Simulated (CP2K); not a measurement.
Consider isocyanic acid at its PBE geometry (Å).

```xyz
4

N    -0.7136    0.3199    0.0103
C     0.4589    0.0183   -0.1732
O     1.5958   -0.1398   -0.4533
H    -1.3411   -0.1984    0.6162
```

Method: CP2K XAS_TDP, all-electron GAPW, PBEh(45%), aug-cc-pVTZ, TDA, no relativity.

**Question.** Predict the bright core excitations at the O K edge.

Leading lines: O3 529.25 eV. The leading line of an atom is its first one with 35 % of the strongest within 2.5 eV of its lowest line over the strength cut. 

The first six lines of each atom with a strength over 0.0015:

| atom | energy (eV) | states | strength, one atom |
| --- | --- | --- | --- |
| O3 (bonded to C) | 529.25 | 1 | 0.0363 |
|  | 530.90 | 1 | 0.0325 |
|  | 531.86 | 1 | 0.0061 |
|  | 533.98 | 1 | 0.0039 |
|  | 534.40 | 1 | 0.0085 |
|  | 535.41 | 1 | 0.0029 |

Lines are vertical, at one geometry, with no vibrational structure. Without a correction of the core level, line positions, and the gaps between valence and Rydberg lines, follow the share of exact exchange. At this level such K lines come out 3 to 6 eV under measured ones. These values hold no scalar relativity, about 0.4 eV for O 1s. Rydberg lines, and the discretised continuum above threshold, depend on the basis and the box.

[Banner, clock and machine lines of the logs are left out without a mark of their own.]

[Logs are printed without paths, hosts, clocks, repeated set-up lines and the standing remarks that a program may print on its own settings, such as how far it seeks lower states.]

[Hosts, paths, dates, database ids (printed as entryN), source tags and the programs' standing remarks are cut or masked in the printed files.]
